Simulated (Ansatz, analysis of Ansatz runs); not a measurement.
# Reproducing a measured zero-phonon line: NV- centre in diamond, part 2 of 3

Aim: the zero-phonon line of the NV- centre in diamond, to be set beside the measurement. Set-up: PBE, 64-site cell, PBE lattice, 420 eV, k: the zone centre alone. The model is a cell of 64 host atoms with 1 site emptied and N put on another atom's site. The excitation energy is a difference of total energies with one electron moved up within one spin channel. A local or semilocal functional is the cheapest first rung.

Ansatz 0.2.0; PBE, 64-site cell, PBE lattice, 420 eV, k: the zone centre alone.

So far, integral of the absolute spin density (μB): step 2 (relaxation, charge −1) 2.26.

### Step 3. Ground state

Both spins' levels are needed to pick the two between which the electron moves, so the ground state is solved with empty bands.

This step: plane-wave PAW DFT, PBE; single point of a defect supercell.

ground/input.yaml

```yaml
crystal:
  lattice:
    - [7.14316351, 0.0, 0.0]
    - [0.0, 7.14316351, 0.0]
    - [0.0, 0.0, 7.14316351]
  atoms:
    - { symbol: C, position: [-0.00165224, -0.001746617, 0.249663552] }
    - { symbol: C, position: [-0.001643015, 0.24952092, -0.001598171] }
    - { symbol: C, position: [0.2496069, -0.001738391, -0.001602205] }
    - { symbol: "N", position: [0.237370378, 0.237264968, 0.237410599] }
    - { symbol: C, position: [0.125105509, 0.12501794, 0.368832704] }
    - { symbol: C, position: [0.125095773, 0.368714608, 0.125145628] }
    - { symbol: C, position: [0.368785589, 0.125013571, 0.12515887] }
    - { symbol: C, position: [0.000275137, 0.000195168, 0.749086393] }
    - { symbol: C, position: [0.002117365, 0.251243511, 0.497574212] }
    - { symbol: C, position: [0.251331311, 0.002024638, 0.497569351] }
    - { symbol: C, position: [0.250639959, 0.250549226, 0.748805289] }
    - { symbol: C, position: [0.124909811, 0.124821575, 0.873532858] }
    - { symbol: C, position: [0.127461266, 0.376489046, 0.622963709] }
    - { symbol: C, position: [0.376582565, 0.127368609, 0.622964288] }
    - { symbol: C, position: [0.375026712, 0.374930507, 0.874977795] }
    - { symbol: C, position: [0.002111706, 0.497435116, 0.251381747] }
    - { symbol: C, position: [0.000283737, 0.748943906, 0.00032904] }
    - { symbol: C, position: [0.251335662, 0.497422505, 0.002170876] }
    - { symbol: C, position: [0.250633251, 0.748662839, 0.250689019] }
    - { symbol: C, position: [0.127455206, 0.62282282, 0.376634071] }
    - { symbol: C, position: [0.124912035, 0.873395764, 0.124959231] }
    - { symbol: C, position: [0.376582254, 0.622820827, 0.127512915] }
    - { symbol: C, position: [0.375016918, 0.874841685, 0.375060646] }
    - { symbol: C, position: [-0.000547391, 0.499445172, 0.750863223] }
    - { symbol: C, position: [-0.000545678, 0.750721278, 0.499582782] }
    - { symbol: C, position: [0.242134268, 0.510584387, 0.510722158] }
    - { symbol: C, position: [0.251011045, 0.75126408, 0.751402607] }
    - { symbol: C, position: [0.125354302, 0.623898596, 0.876032111] }
    - { symbol: C, position: [0.125348657, 0.875894499, 0.624045556] }
    - { symbol: C, position: [0.373657847, 0.624491219, 0.624621656] }
    - { symbol: C, position: [0.374998412, 0.874938439, 0.875072768] }
[... 24 lines left out ...]
    - { symbol: C, position: [0.499732053, 0.499640098, 0.749590481] }
    - { symbol: C, position: [0.499733696, 0.749451248, 0.499770718] }
    - { symbol: C, position: [0.749554179, 0.499635808, 0.499771516] }
    - { symbol: C, position: [0.749855257, 0.749758763, 0.749905128] }
    - { symbol: C, position: [0.624802084, 0.624703871, 0.874904592] }
    - { symbol: C, position: [0.624807564, 0.874752267, 0.624844951] }
    - { symbol: C, position: [0.87485713, 0.624711279, 0.624848752] }
    - { symbol: C, position: [0.874842155, 0.874745828, 0.874883982] }
total_charge: -1
basis:
  ecutwfc: 420
  xc_grid: 2
hamiltonian:
  xc: pbe
kpoints:
  mp_grid: { grid: [1, 1, 1] }
magnetization:
  spin_polarized: true
  initial_magnetization: 2
  spin_locking: { lock_magnetization: hard }
scf:
  occupations: { method: fermi_dirac, width: 0.01 }
  max_iter: 120
  n_extra_bands: 20
  lower_state_search: "off"
output:
  forces: true
  eigenvalues: true
  eigenstates: { localisation: true }
checkpoint:
  read: "../relax.run"
  write: "../ground.run"
  compress: false
  write_wavefunctions: true
  write_every: 100000
```

Command:

```bash
$ ansatz run input.yaml --threads 2 --pin off --max-ram 3768MiB --backend cpu --events-out ev --progress --plain --runs-dir out
```

Numbers of over 12 decimals in the logs are rounded to 6 here.

The log of the run:

```text
[...]
Warning: at least one further symmetry operation maps every atom of the structure, as the run holds it, onto an atom to within 2.57e-5 (fractional), and is not used: no operation is sought that the atoms, as the run holds them, miss by more than 2.00e-5, [...]
Warning: the band count 148 (scf.n_extra_bands) hosts the net moment |M| = 2.0000 μB (N_el = 254) but caps the reachable moment at 2·n_bands − N_el = 42.0000 μB, below the 191 bands that the automatic rule leaves for it — a moment growing past the seed, or [...]
[...]
Crystal: 63 atoms, lattice volume = 364.478 Å³
Basis set: ecut = 420 eV, 7123 PW (Γ), exchange–correlation on 96×96×96 points (8 copies of the dense FFT grid, shifted against one another)
Bands: 148, of which v1, the nominal top of the filled ones, is band 127 counted from 1 (126 counted from 0)
Symmetry: 1 space group operations
[...]
k-points: 1
[...]
Fermi energy:    15.333379 (↑ 16.003108, ↓ 15.011900) eV
[...]
--- Forces (eV/Å), atoms counted from 1 ---
  atom   1  C      0.00818588     0.00874414    -0.00215322
  atom   2  C      0.00581861    -0.00046157     0.00679649
  [... 1 atom left out ...]
  atom   4  N     -0.01407437    -0.00629980    -0.01011762
  atom   5  C      0.00183480    -0.00057276     0.00492054
  atom   6  C      0.00581946    -0.00234505     0.00425742
  atom   7  C      0.00385331     0.00152267    -0.00036215
  [... 8 atoms left out ...]
  atom  16  C      0.00143702    -0.00355647     0.00442941
  [... 1 atom left out ...]
  atom  18  C      0.00467700     0.00014406    -0.00214148
  [... 7 atoms left out ...]
  atom  26  C     -0.00378966    -0.00156867    -0.00089926
  [... 6 atoms left out ...]
  atom  33  C     -0.00215168     0.00376170     0.00132233
  [... 7 atoms left out ...]
  atom  41  C     -0.00166196    -0.00330502    -0.00280512
  [... 6 atoms left out ...]
  atom  48  C     -0.00178541    -0.00067590    -0.00056992
  [... 15 atoms left out ...]
  max |Σ_I F_I| component: 2.26e-5 eV/Å
--- Band table (eV) ---
[...]
[key lines of the parts left out:]
SCF converged after 2 iterations
Magnetization: 2.0000 μB (128.0000 up, 126.0000 down)
Free energy (F): -15908.551615 eV
```

Run time: 1.3 s. Hardware: 2 threads of AMD EPYC 9R45, shared host; peak memory 0.6 GiB.

Numbers from this step:

| Quantity | Value |
| --- | --- |
| free energy | -15908.5516 eV |
| total moment | 2 μB |
| integral of the absolute spin density | 2.257 μB |
| spin contamination | 0.009114 |

From eigenstates.tsv, first k-point; energies on the run's zero. The participation number counts the atoms that a state is spread over, of 63; bands count from 0.

| spin | band | energy (eV) | occupation | participation | largest share on | share |
| --- | --- | --- | --- | --- | --- | --- |
| down | 120 | 10.320 | 1.00 | 41.3 | C14 | 0.03 |
| down | 121 | 11.253 | 1.00 | 5.9 | N4 | 0.39 |
| down | 122 | 12.398 | 1.00 | 43.0 | C26 | 0.06 |
| down | 123 | 12.499 | 1.00 | 58.0 | C26 | 0.03 |
| down | 124 | 12.499 | 1.00 | 58.0 | C41 | 0.03 |
| down | 125 | 14.118 | 1.00 | 11.6 | N4 | 0.22 |
| down | 126 | 15.912 | 0.00 | 6.1 | C26 | 0.37 |
| down | 127 | 15.912 | 0.00 | 6.1 | C48 | 0.30 |
| down | 128 | 17.277 | 0.00 | 55.1 | C5 | 0.03 |
| down | 129 | 17.277 | 0.00 | 54.2 | C6 | 0.03 |
| down | 130 | 17.280 | 0.00 | 46.7 | C5 | 0.05 |
| up | 122 | 12.128 | 1.00 | 35.6 | N4 | 0.09 |
| up | 123 | 12.369 | 1.00 | 51.1 | C26 | 0.05 |
| up | 124 | 12.369 | 1.00 | 51.1 | C41 | 0.06 |
| up | 125 | 13.715 | 1.00 | 11.5 | N4 | 0.26 |
| up | 126 | 14.754 | 1.00 | 6.1 | C26 | 0.36 |
| up | 127 | 14.755 | 1.00 | 6.1 | C48 | 0.32 |
| up | 128 | 17.251 | 0.00 | 46.1 | C6 | 0.05 |
| up | 129 | 17.259 | 0.00 | 54.0 | C5 | 0.03 |
| up | 130 | 17.259 | 0.00 | 54.3 | C6 | 0.03 |
| up | 131 | 17.431 | 0.00 | 49.8 | C63 | 0.05 |
| up | 132 | 17.436 | 0.00 | 44.6 | C63 | 0.05 |

Under PBE at the zone centre alone, the highest filled state is spin up, spread over 6 of 63 atoms, and the lowest empty one, 1.16 eV above it, is spin down, spread over 6 of 63 atoms.

The largest moments in the atoms' spheres: C48 0.25, C41 0.25, C26 0.25, C49 0.02, C50 0.02, C40 0.02 μB.

### Step 4. Excited state at the ground state's structure

One electron is moved to the upper level and held there by its overlap; at the ground state's structure the energy difference is the vertical absorption.

This step: plane-wave PAW DFT, PBE; single point of a defect supercell.

excited/input.yaml, as its differences from ground/input.yaml of step 3:

```diff
@@ -59,4 +59,9 @@
 scf:
-  occupations: { method: fermi_dirac, width: 0.01 }
-  max_iter: 120
+  occupations:
+    method: fermi_dirac
+    width: 0.01
+    excite:
+      from: { channel: down, k: 0, band: v2, track: overlap }
+      to: { channel: down, k: 0, band: v1, track: overlap }
+  max_iter: 150
   n_extra_bands: 20
@@ -65,7 +70,5 @@
   forces: true
-  eigenvalues: true
-  eigenstates: { localisation: true }
 checkpoint:
-  read: "../relax.run"
-  write: "../ground.run"
+  read: "../ground.run"
+  write: "../excited.run"
   compress: false
```

The log of the run:

```text
[...]
Crystal: 63 atoms, lattice volume = 364.478 Å³
Basis set: ecut = 420 eV, 7123 PW (Γ), exchange–correlation on 96×96×96 points (8 copies of the dense FFT grid, shifted against one another)
Bands: 148, of which v1, the nominal top of the filled ones, is band 127 counted from 1 (126 counted from 0)
Symmetry: 1 space group operations
[...]
k-points: 1
Excitation: hole v2 ↓ at k 0, (0, 0, 0); particle v1 ↓ at k 0, (0, 0, 0); 1.000000e0 electrons a cell; the bands as a deck names them, k counted from 0 among the points solved; in brackets its point in fractional reciprocal coordinates
[...]
SCF iter   3: F=—  HF=-15906.757813 eV  |F-HF|=—  |Δ(HF+E_count)|=         —  Δρ=1.27e-2 (↑1.18e-7 ↓1.27e-2)  dr2=7.35e-1  dr2_m=1.35e-1  M=2.000 μB ∫|m|=2.219 μB  β_m=0.65  ethr=4.82e-12  ⟨swp⟩=2.5  Hψ=573  notcnv=0
[...]
--- Forces (eV/Å), atoms counted from 1 ---
  atom   1  C     -0.09388236    -0.09336977    -0.33887992
  atom   2  C     -0.09621222    -0.33714254    -0.09522001
  [... 1 atom left out ...]
  atom   4  N      0.14102686     0.14884141     0.14503180
  atom   5  C      0.17275396     0.17037558     0.53486603
  atom   6  C      0.17657142     0.52759481     0.17503938
  atom   7  C      0.53391068     0.17248417     0.17063492
  [... 8 atoms left out ...]
  atom  16  C     -0.08630750    -0.00997264    -0.03553764
  [... 1 atom left out ...]
  atom  18  C     -0.03528224    -0.00624700    -0.08988011
  [... 7 atoms left out ...]
  atom  26  C     -1.17411441     0.11707078     0.11773174
  [... 6 atoms left out ...]
  atom  33  C     -0.00853801    -0.03618151    -0.08650345
  [... 7 atoms left out ...]
  atom  41  C      0.11704849    -1.17324365     0.11577443
  [... 6 atoms left out ...]
  atom  48  C      0.11680044     0.11767995    -1.17067333
  [... 15 atoms left out ...]
  max |Σ_I F_I| component: 7.33e-6 eV/Å
--- Band table (eV) ---
[...]
[key lines of the parts left out:]
Converged-ψ floor refinement (derivative, response, wavefunction or occupation consumer): ⟨swp⟩=2.0  Hψ=601  notcnv=0
SCF converged after 11 iterations
Magnetization: 2.0000 μB (128.0000 up, 126.0000 down)
Free energy (F): -15906.695340 eV
Fermi energy:    16.143475 (↑ 16.143527, ↓ 14.857992) eV  (of the remaining states, beside the excitation)
```

It took 2.8 s on 2 threads; peak memory 0.64 GiB; 5.3 s of CPU time.

The column dr2 measures how far the density is from self-consistency, as an energy; F and HF (Harris–Foulkes) agree once it is small.

Read from the output:

```
free energy                           : -15906.6953 eV
total moment                          : 2 μB
integral of the absolute spin density : 2.184 μB
spin contamination                    : 0.01622
```

For the integral of the absolute spin density, step 3 gave 2.26 μB; this run, with other occupations, gives 2.18 μB (-3 %).

### Step 5. Relaxation in the excited state

The zero-phonon line joins two minima, so the atoms are relaxed with the electron held in the upper level.

This step: plane-wave PAW DFT, PBE; Delta-SCF with one electron moved between two levels, relaxation of all atoms.

excited_relax/input.yaml, as its differences from excited/input.yaml of step 4:

```diff
@@ -72,3 +72,3 @@
   read: "../ground.run"
-  write: "../excited.run"
+  write: "../excited_relax.run"
   compress: false
@@ -76 +76,5 @@
   write_every: 100000
+relax:
+  f_tol: 0.02
+  max_steps: 50
+  escape_saddle: false
```

The log of the run:

```text
[...]
Crystal: 63 atoms, lattice volume = 364.478 Å³
Basis set: ecut = 420 eV, 7123 PW (Γ), exchange–correlation on 96×96×96 points (8 copies of the dense FFT grid, shifted against one another)
Bands: 148, of which v1, the nominal top of the filled ones, is band 127 counted from 1 (126 counted from 0)
Symmetry: 1 space group operations
[...]
k-points: 1
[...]
SCF iter  11: F=-15906.695340 eV  HF=-15906.695340 eV  |F-HF|=9.09e-12  |Δ(HF+E_count)|=   1.36e-9  Δρ=3.23e-7 (↑3.23e-7 ↓2.56e-7)  dr2=8.59e-10  dr2_m=5.77e-11  M=2.000 μB ∫|m|=2.181 μB  ethr=6.79e-12  ⟨swp⟩=1.0  Hψ=856  notcnv=0
[...]
SCF 1 converged in 11 iterations: F = -15906.695340 eV  dr2 = 8.59e-10
[...]
relax step   1: F+E_penalty+E_count = -15906.69533967 eV  Δ(F+E_penalty+E_count) = +0.000e0 eV  max|allowed force component| = 1.174e0 eV/Å  Δτ_max = 0.0000 Å  (11 SCF iters, accepted)
[...]
--- Relaxed structure (4 steps of the walk, 4 accepted, 0 SCFs on fresh bases) ---
  F+E_penalty+E_count = -15906.82759914 eV   max|allowed force component| = 1.130e-2 eV/Å
  atoms:
    - { symbol: C, position: [-0.001031, -0.001124, 0.249373] }
    - { symbol: C, position: [-0.001031, 0.249233, -0.000984] }
    [... 1 atom left out ...]
    - { symbol: N, position: [0.240204, 0.240109, 0.240250] }
    - { symbol: C, position: [0.126613, 0.126520, 0.371219] }
    - { symbol: C, position: [0.126612, 0.371080, 0.126658] }
    - { symbol: C, position: [0.371172, 0.126520, 0.126660] }
    [... 8 atoms left out ...]
    - { symbol: C, position: [0.001647, 0.498142, 0.251656] }
    [... 1 atom left out ...]
    - { symbol: C, position: [0.251610, 0.498142, 0.001693] }
    [... 7 atoms left out ...]
    - { symbol: C, position: [0.236179, 0.512648, 0.512788] }
    [... 6 atoms left out ...]
    - { symbol: C, position: [0.498235, 0.251517, 0.001693] }
    [... 7 atoms left out ...]
    - { symbol: C, position: [0.512741, 0.236086, 0.512787] }
    [... 6 atoms left out ...]
    - { symbol: C, position: [0.512741, 0.512648, 0.236225] }
    [... 15 atoms left out ...]
[key lines of the parts left out:]
SCF converged after 7 iterations
Magnetization: 2.0000 μB (128.0000 up, 126.0000 down)
Free energy (F): -15906.827599 eV
```

The job ended after 8.9 s (2 threads; peak memory 0.67 GiB).

(Part 2 of 3 ends here.)

[Logs are printed without paths, hosts, clocks, repeated set-up lines and the standing remarks that a program may print on its own settings, such as how far it seeks lower states.]

[Hosts, paths, dates, database ids (printed as entryN), source tags and the programs' standing remarks are cut or masked in the printed files.]

[For some hosts the program warned that the k-mesh of the response run may be too coarse for force constants and the static dielectric constant; such warnings are not shown here.]
